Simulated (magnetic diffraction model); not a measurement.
# ErPd₂C₂: the ordered moment from one line

Space group Fddd (no. 70, origin choice 1), a = 5.9140 Å, b = 9.5460 Å, c = 11.2420 Å.

```csv
site,atom,x,y,z
8b,Er,3/4,1/4,1/4
16g,Pd,3/4,3/4,0.1227
16f,C,3/4,0.9245,1/4
```

The compound is invented for this exercise: a known structure type with other elements, its cell scaled to their sizes and not relaxed.

Only Er is taken to order (form factors of Er3+); orders and moment sizes are assumed, and not adapted to the symmetry. Radiation: neutrons of λ = 2.0775 Å, 2° to 65°; isotropic B of 0.46 Å² (Er), 0.47 Å² (Pd) and 0.69 Å² (C). Simulated constant-wavelength pattern: nuclear and magnetic terms add, the magnetic one as |2.695 fm × Σ f S⊥ exp(2πi Q·r) exp(−B s²)|², summed over all Q at one angle with the factor 1/(sin²θ cos θ). For a modulated order the moment at position r is S exp(−2πi k·r) + c.c., with S = m/2 for a sine wave of amplitude m and S = m(u + iv)/2 for moments turning in a plane, u and v being orthogonal unit vectors in it; the phase factor of the sum at Q = H + k is then exp(2πi H·r). Free-ion form factors, Sears's scattering lengths of 1992, no absorption; a label names one of the reflections at its angle. The strongest nuclear line in the range is 100, and lines under 0.2 are left out.

In a first state the assumed order is k = (0 0 1/4), moments turning in the plane of [001] and [100], 7.5 μB on Er; signs + at (3/4, 1/4, 1/4), + at (1/2, 0, 0), with this pattern:

```csv
2θ (°),index,nuclear,magnetic
2.65,(0 0 1/4),0.0,2185.5
25.18,(1 1 3/4),0.0,57.3
26.16,(1 1 1),19.1,0.0
27.39,(1 1 5/4),0.0,46.5
31.46,(0 2 7/4),0.0,47.0
35.03,(0 2 9/4),0.0,34.5
38.23,(1 1 11/4),0.0,20.8
40.45,(1 1 3),21.8,0.0
40.55,(0 0 15/4),0.0,8.2
42.76,(1 1 13/4),0.0,15.9
43.38,(0 0 4),7.4,0.0
44.31,(1 3 3/4),0.0,23.6
44.92,(1 3 1),26.1,0.0
45.50,(2 0 7/4),0.0,12.7
45.69,(1 3 5/4),0.0,21.5
46.24,(0 0 17/4),0.0,6.1
```
(The table stops after 16 lines; 12 more lie at higher angle.)

**Question.** Nearer the ordering temperature the line at 2.65° has total intensity 196.7 on the same scale, and all moments have shrunk alike. How large is the Er moment?

The nuclear part, 0.0, stays, so the magnetic part is 196.7 against 2185.5. It goes as m², so m = 7.5 × √(196.7/2185.5) = 2.25 μB; the value used was 2.25 μB.

[Logs are printed without paths, hosts, clocks, repeated set-up lines and the standing remarks that a program may print on its own settings, such as how far it seeks lower states.]
